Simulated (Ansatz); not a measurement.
# Lattice dynamics of MgI2 monolayer (1T)

Aim: the vibrations of MgI2 monolayer (1T), their spectra, and whether the structure is stable.

Main program and level: Ansatz 0.2.0; DFT PBE, scalar-relativistic, plane waves, PAW.

Report form: the programs' logs are mostly left out.

## 1. Starting point

The cell holds 3 atoms: 1 Mg and 2 I. Its edges and angles: a = 4.150 Å, b = 4.150 Å, c = 20.000 Å, α = 90.0°, β = 90.0°, γ = 120.0°. Vacuum lies along c.

## 2. Bringing the structure to rest

The cell and atoms are relaxed, since residual forces and stress would shift the frequencies.

The program solves this slab on a cell height of its own, 30.4 Å, in place of the one typed.

input.yaml

```yaml
crystal:
  lattice:
    - [4.15, 0.0, 0.0]
    - [-2.075, 3.59401, 0.0]
    - [0.0, 0.0, 20.0]
  atoms:
    - { symbol: Mg, position: [0.0, 0.0, 0.5] }
    - { symbol: I, position: [0.333333, 0.666667, 0.5825] }
    - { symbol: I, position: [0.666667, 0.333333, 0.4175] }
  periodic: [true, true, false]
kpoints:
  mp_grid: { grid: [6, 6, 1] }
hamiltonian:
  xc: pbe
scf:
  occupations: { method: gaussian, width: 0.02 }
output:
  forces: true
  stress: true
  eigenvalues: true
relax:
  adjacent_minimum: "off"
  f_tol: 0.005
  max_steps: 80
  cell: { stress_2d_tol: 0.02 }
```

The run is started by

```
$ ansatz run input.yaml --threads 8 --pin off --max-ram 14336MiB --backend cpu --events-out ev --progress --plain --runs-dir out
```

The job ended after 7.5 s (8 threads of Intel Xeon 6975P-C (Granite Rapids), shared host; peak memory 0.89 GiB).

The steps of the relaxation:

```csv
step,energy less that of the first step (eV),largest force component (eV/Å),volume (Å³)
1,0.0000,0.2153,453.42
2,-0.0087,0.1283,456.87
3,-0.0142,0.0157,460.49
4,-0.0153,0.0091,464.18
5,-0.0154,0.0008,465.50
6*,-0.0156,0.0008,465.50
```

Relaxation steps marked * repeat the geometry before them on a plane-wave basis chosen anew for their cell, so energy and pressure can jump there.

Forces are held to the 12 operations that the run works with; a distortion that breaks them can't arise in this run.

| cell as run | before | after | change |
| --- | --- | --- | --- |
| a (Å) | 4.150 | 4.205 | +1.3 % |
| b (Å) | 4.150 | 4.205 | +1.3 % |

The atoms that moved most (Å, along periodic axes as changes of fractional coordinates times the final cell, across vacuum about the mean position):

| atom | dx | dy | dz | length |
| --- | --- | --- | --- | --- |
| I2 | 0.000 | 0.000 | 0.024 | 0.024 |
| I3 | 0.000 | 0.000 | -0.024 | 0.024 |

The relaxed structure:

```xyz
3
Lattice="4.2049 0.0000 0.0000 -2.1025 3.6416 0.0000 0.0000 0.0000 30.4000" Properties=species:S:1:pos:R:3
Mg    0.0000    0.0000   10.0000
I     0.0000    2.4277   11.6738
I     2.1025    1.2139    8.3262
```

Numbers from this step:

* gap on the k-mesh: 3.657 eV
* direct gap on mesh: 3.992 eV
* area per atom: 5.104 Å²

The relaxation ends with a largest force component of 7.7e-4 eV/Å.

## 3. Relaxing to small forces for the phonons

Phonons need a cell at rest on their own settings, so the relaxation is repeated with tight tolerances on forces and stress on the k mesh and occupations of the first response run.

input.yaml

```yaml
crystal:
  lattice:
    - [4.204903319, 0.0, 0.0]
    - [-2.1024516595, 3.6415530947, 0.0]
    - [0.0, 0.0, 30.4]
  atoms:
    - { symbol: Mg, position: [0.0, 0.0, 0.3289473684] }
    - { symbol: I, position: [0.3333333333, 0.6666666667, 0.3840065362] }
    - { symbol: I, position: [0.6666666667, 0.3333333333, 0.2738882006] }
  periodic: [true, true, false]
kpoints:
  mp_grid: { grid: [6, 6, 1] }
hamiltonian:
  xc: pbe
scf:
  occupations: { method: fixed }
output:
  forces: true
  stress: true
  eigenvalues: true
relax:
  adjacent_minimum: "off"
  f_tol: 0.001
  max_steps: 60
  cell: { stress_2d_tol: 0.002 }
```

Run time: 7.6 s. Hardware: 8 threads; peak memory 0.91 GiB.

Little changed from the start: no atom moved by 0.005 Å and no cell edge by 0.1 %.

This step gave:

| Item | Value |
| --- | --- |
| gap on the k-mesh | 3.658 eV |
| direct gap on mesh | 3.991 eV |
| area per atom | 5.107 Å² |

The largest force component left is 0.0040 meV/Å, within the tolerances set.

## 4. Zone-centre response

The zone centre comes first: it holds the modes that light can see, as far as symmetry allows. The response to a homogeneous field gives the Born charges and the dielectric tensor, and its change with displacement the Raman tensors.

input.yaml

```yaml
crystal:
  lattice:
    - [4.2062298052, 0.0, 0.0]
    - [-2.1031149026, 3.6427018655, 0.0]
    - [0.0, 0.0, 30.4]
  atoms:
    - { symbol: Mg, position: [0.0, 0.0, 0.3289473684] }
    - { symbol: I, position: [0.3333333333, 0.6666666667, 0.3839861449] }
    - { symbol: I, position: [0.6666666667, 0.3333333333, 0.2739085919] }
  periodic: [true, true, false]
kpoints:
  mp_grid: { grid: [6, 6, 1] }
hamiltonian:
  xc: pbe
scf:
  occupations: { method: fixed }
output:
  eigenvalues: true
phonons:
  method: dfpt
  dielectric: true
  raman: true
```

Elapsed: 7.4 min, on 8 threads; peak memory 3.7 GiB.

This step gave:

| Item | Value |
| --- | --- |
| sum-rule residual before enforcement | 7.32e-5 eV/Å² |
| miss of the charge sum rule | 0.001151 e |
| estimated error of the dielectric tensor | 0.003651 |
| estimated error of the Born charges | 0.01832 e |
| point group | -3m |
| highest optical mode at the zone centre (no LO-TO term) | 277.6 cm⁻¹ |
| lowest optical zone-centre mode | 58.57 cm⁻¹ |
| largest Born charge (third of the trace) | 1.824 e |

Without the LO-TO term. Patterns of degenerate modes are one choice out of their space. Modes at Γ, with each element's share of the kinetic energy:

```
mode  frequency (cm⁻¹)  symmetry  Mg %  I %
   1               0.0  acoustic     9   91
   2               0.0  acoustic     9   91
   3               0.0  acoustic     9   91
   4              58.6        Eg     0  100
   5              58.6        Eg     0  100
   6             100.8       A1g     0  100
   7             160.7        Eu    91    9
   8             160.7        Eu    91    9
   9             277.6       A2u    91    9
```

Displacements in mode 5 (58.6 cm⁻¹), the largest set to 1:
```
Mg1  0.00  0.00  0.00
I2   1.00 -0.09  0.00
I3  -1.00  0.09  0.00
```

Displacements in mode 9 (277.6 cm⁻¹), the largest set to 1:
```
Mg1  0.00  0.00  1.00
I2   0.00  0.00 -0.10
I3   0.00  0.00 -0.10
```

High-frequency dielectric tensor, averaged over the cell of height 30.4 Å or as lengthened by the program, vacuum included. Tensor:

```
       x      y      z
x  1.762      0      0
y      0  1.762      0
z      0      0  1.171
```

Born charge (rows field, columns displacement) (e), principal values of the symmetric part by kind of site:

| atom | atoms with these values | low | middle | high | mean |
| --- | --- | --- | --- | --- | --- |
| Mg1 | 1 | 0.41 | 2.53 | 2.53 | 1.82 |
| I2 | 2 | -1.26 | -1.26 | -0.21 | -0.91 |

In full for Mg1:

```
2.53 0.00 0.00
0.00 2.53 0.00
0.00 0.00 0.41
```

Transverse modes. Lines of the infrared spectrum (strongest = 100):

```csv
position (cm⁻¹),label,relative intensity
59,Eg,0.0
101,A1g,0.0
161,Eu,100
278,A2u,1.3
```

Activity x (w_L - w)^4 (n + 1)/w, 532 nm, 300 K. Raman lines, with heights relative to the strongest:

```
position (cm⁻¹)  label  relative intensity
             59     Eg                 6.1
            101    A1g                 100
            161     Eu                 0.0
            278    A2u                 0.0
```

Before it was imposed, the acoustic sum rule was missed by 7.3e-5 eV/Å² and the charge sum rule by 0.0012 e. Small misses are needed for a sound result but don't prove that mesh and cutoff are converged. The lowest optical mode is real, 58.6 cm⁻¹.

## 5. The dispersion

Stability and thermal properties need the whole zone. Linear response on a 3×3×1 q mesh gives force constants as far as a supercell of that size would, and the tensors from the zone-centre run are typed in so that the long-range dipole term is interpolated apart.

input.yaml, the sections that differ from step 4:

```yaml
phonons:
  method: dfpt
  qmesh: [3, 3, 1]
  temperatures: { t_max: 1000, t_step: 50 }
  qpath:
    path:
      - [0.0, 0.0, 0.0]
      - [0.5, 0.0, 0.0]
      - [0.33333333, 0.33333333, 0.0]
      - [0.0, 0.0, 0.0]
    npoints: 10
  isolated: true
  non_analytic_term:
    high_frequency_dielectric_tensor: [[1.7619, 0.0, 0.0], [0.0, 1.7619, 0.0], [0.0, 0.0, 1.1705]]
    born_effective_charges:
      - { species: Mg, tensor: [[2.5294, 0.0, 0.0], [0.0, 2.5294, 0.0], [0.0, 0.0, 0.4124]] }
      - { species: I, tensor: [[-1.2647, 0.0, 0.0], [0.0, -1.2647, 0.0], [0.0, 0.0, -0.2062]] }
      - { species: I, tensor: [[-1.2647, 0.0, 0.0], [0.0, -1.2647, 0.0], [0.0, 0.0, -0.2062]] }
    source: "zone-centre run at this cell"
# crystal, kpoints, hamiltonian, scf, output: as in step 4
```

The job ended after 58 s (8 threads; peak memory 1.9 GiB).

Numbers from this step:

* sum-rule residual before enforcement: 6.38e-5 eV/Å²
* lowest frequency on the path: -6.096 cm⁻¹
* highest frequency on the path or at a solved wavevector: 277.6 cm⁻¹
* lowest mode on the q mesh (acoustic modes at Γ apart): 38.67 cm⁻¹

Frequencies (cm⁻¹) solved at each irreducible wavevector; negative means imaginary. Frequencies by wavevector, by row:

| q in reciprocal lattice units | star | mode 1 | mode 2 | mode 3 | mode 4 | mode 5 | mode 6 | mode 7 | mode 8 | mode 9 |
| --- | --- | --- | --- | --- | --- | --- | --- | --- | --- | --- |
| 0 0 0 | 1 | 0 | 0 | 0 | 58.6 | 58.6 | 100.8 | 160.7 | 160.7 | 277.6 |
| 0 0.3333 0 | 6 | 38.7 | 46.7 | 62.7 | 70.4 | 89.8 | 97.2 | 159.9 | 174.6 | 243.7 |
| 0.3333 0.3333 0 | 2 | 61.2 | 66.3 | 66.3 | 85.8 | 85.8 | 93.8 | 153.9 | 198.9 | 198.9 |

Interpolated from a 3×3×1 q mesh, with the LO-TO term (at Γ the limit along the path; where Γ stands inside the path, tables give the limit on arrival). The phonon branches at the labelled points (cm⁻¹):

| point | branch 1 | branch 2 | branch 3 | branch 4 | branch 5 | branch 6 | branch 7 | branch 8 | branch 9 |
| --- | --- | --- | --- | --- | --- | --- | --- | --- | --- |
| Γ | 0 | 0 | 0 | 59 | 59 | 101 | 161 | 161 | 278 |
| halfway | 24 | 38 | 60 | 62 | 84 | 97 | 163 | 206 | 240 |
| M | 58 | 60 | 60 | 72 | 87 | 103 | 143 | 154 | 253 |
| halfway | 58 | 66 | 68 | 71 | 87 | 99 | 148 | 169 | 235 |
| K | 61 | 66 | 66 | 86 | 86 | 94 | 154 | 199 | 199 |
| halfway | 30 | 46 | 64 | 68 | 83 | 96 | 159 | 209 | 228 |
| Γ | 0 | 0 | 0 | 59 | 59 | 101 | 161 | 161 | 278 |

Tetrahedra on a 18×18×1 mesh, mean over bins of 5 cm-1. Interpolated from a 3×3×1 q mesh. Phonon density of states against wavenumber; read off at these points:

```csv
wavenumber (cm⁻¹),phonon density of states (1/cm⁻¹/cell)
-8,0.00607
2,0.00498
12,0.0115
22,0.0187
32,0.0270
42,0.0384
52,0.0608
62,0.142
68,0.161
72,0.100
82,0.0650
88,0.103
92,0.00738
98,0.165
102,0.0326
112,0
122,0
132,0
138,0
148,0.0610
158,0.0446
162,0.0751
168,0.0130
178,0.0153
188,0.0252
198,0.00961
208,0.00893
218,0.0158
228,0.0346
238,0.0381
248,0.0248
258,0.0035
268,0.00286
278,4.0e-4
```

The partial phonon density of states has structure finer than the step of the table below, so its rows give means over 10 cm⁻¹, whole bins alone (the curve runs from -17.8 to 296 cm⁻¹). Peaks (cm⁻¹: height): I 67.1: 0.153, 86.8: 0.0844, 96.7: 0.128; Mg 153.9: 0.0457, 163.7: 0.0578, 187.4: 0.0349, 205.2: 0.0184, 228.8: 0.0362, 244.6: 0.0323.

Phonopy on the run's constants, 15x15x1 mesh, Gaussian sigma 2.2 cm-1. Interpolated from a 3×3×1 q mesh. Partial phonon density of states against wavenumber; means over each step; values in 1/cm⁻¹/cell:

```
wavenumber (cm⁻¹)        I       Mg
              -10  0.00564   5.2e-4
                0  0.00332   3.1e-4
               10  0.00878   8.1e-4
               20   0.0153  0.00141
               30   0.0226  0.00204
               40   0.0320  0.00281
               50   0.0519  0.00427
               60    0.114  0.00528
               70    0.122  0.00363
               80   0.0496  0.00230
               90   0.0665  0.00296
              100   0.0800   2.5e-4
              110  0.00211   4.0e-6
              120        0        0
              130   9.0e-7   4.0e-6
              140  0.00177  0.00879
              150  0.00662   0.0419
              160  0.00490   0.0460
              170  0.00237   0.0234
              180  0.00140   0.0146
              190  0.00202   0.0224
              200  0.00125   0.0146
              210   8.2e-4   0.0107
              220   5.8e-4  0.00988
              230  0.00180   0.0294
              240  0.00130   0.0221
              250   9.2e-4   0.0183
              260   5.4e-4  0.00805
              270   2.4e-4  0.00255
              280   7.1e-5   7.4e-4
              290        0   5.0e-7
```

Symmetry leaves 3 wavevectors to solve. The lowest mode among them, the acoustic zeros apart, lies at q = (0, 0.333, 0) and is real, 38.7 cm⁻¹. Between them the interpolated path dips to 6i cm⁻¹.

## 6. Another isotope

An isotope changes the mass and not the force constants, so no new electronic calculation is needed; the shifts show which modes move this element.

The same force constants with the mass of Mg changed from 24.305 to 25.983 u (phonopy, no LO-TO term). Both lists are sorted by frequency; levels can cross, so a row need not hold one and the same mode. Modes under 3 cm⁻¹ are left out. Isotope shifts, by row:

| q | rank | natural mass (cm⁻¹) | changed mass (cm⁻¹) |
| --- | --- | --- | --- |
| 0 0 0 | 4 | 58.57 | 58.57 |
| 0 0 0 | 5 | 58.57 | 58.57 |
| 0 0 0 | 6 | 100.8 | 100.8 |
| 0 0 0 | 7 | 160.7 | 155.9 |
| 0 0 0 | 8 | 160.7 | 155.9 |
| 0 0 0 | 9 | 277.6 | 269.3 |
| 0 0.3333 0 | 1 | 38.67 | 38.54 |
| 0 0.3333 0 | 2 | 46.73 | 46.62 |
| 0 0.3333 0 | 3 | 62.74 | 62.69 |
| 0 0.3333 0 | 4 | 70.38 | 70.28 |
| 0 0.3333 0 | 5 | 89.8 | 89.77 |
| 0 0.3333 0 | 6 | 97.16 | 97.16 |
| 0 0.3333 0 | 7 | 159.9 | 155.1 |
| 0 0.3333 0 | 8 | 174.6 | 169.5 |
| 0 0.3333 0 | 9 | 243.7 | 236.1 |
| 0.3333 0.3333 0 | 1 | 61.2 | 60.96 |
| 0.3333 0.3333 0 | 2 | 66.35 | 66.28 |
| 0.3333 0.3333 0 | 3 | 66.35 | 66.28 |
| 0.3333 0.3333 0 | 4 | 85.77 | 85.67 |
| 0.3333 0.3333 0 | 5 | 85.77 | 85.67 |
| 0.3333 0.3333 0 | 6 | 93.84 | 93.84 |
| 0.3333 0.3333 0 | 7 | 153.9 | 149.4 |
| 0.3333 0.3333 0 | 8 | 198.9 | 192.8 |
| 0.3333 0.3333 0 | 9 | 198.9 | 192.8 |

A mode of this element alone would shift by -3.28 %. The highest zone-centre frequency without the field goes from 277.6 to 269.3 cm⁻¹ (-3.0 %). The product of the frequency ratios over all optical modes at Γ is 0.913; the product rule, (m/m′)^(3k/2) (M′/M)^(3/2) with k = 1 such atoms and M the mass of the cell, gives 0.913.

## 7. Summary of results

| Property | Result |
| --- | --- |
| space group after relaxation (within 0.01 Å) | P-3m1 |
| area per atom | 5.11 Å² |
| gap on the k-mesh | 3.66 eV |
| highest optical mode at the zone centre (no LO-TO term) | 278 cm⁻¹ |
| lowest optical zone-centre mode | 58.6 cm⁻¹ |
| largest Born charge (third of the trace) | 1.82 e |
| lowest mode on the q mesh (acoustic modes at Γ apart) | 38.7 cm⁻¹ |
| highest frequency on the path or at a solved wavevector | 278 cm⁻¹ |
| imaginary modes on the 3×3×1 q mesh | none |

**Reading.** No mode is imaginary at the 3 irreducible wavevectors solved, but between them the interpolated path dips to 6.1i cm⁻¹, so stability is not settled. Without the field, the optical modes at Γ span 59 to 278 cm⁻¹. The highest mode in this list at Γ, 277.6 cm⁻¹, is mostly motion of Mg (91 % of the kinetic energy). The strongest infrared line is at 161 cm⁻¹. Averaged over orientations, the strongest Raman line at 532 nm and 300 K is at 101 cm⁻¹. In a sheet or slab the interpolated bending branch near Γ is rough, since the rotational sum rule isn't imposed. Dielectric tensors refer to the cell with its vacuum. Spin-orbit coupling is left out, which can matter for the heavy elements here. The starting cell was built on a prototype and not taken from a measurement. These are harmonic frequencies at zero temperature: anharmonic shifts, linewidths and thermal expansion are left out.

[Logs are printed without paths, hosts, clocks, repeated set-up lines and the standing remarks that a program may print on its own settings, such as how far it seeks lower states.]

[Hosts, paths, dates, database ids (printed as entryN), source tags and the programs' standing remarks are cut or masked in the printed files.]
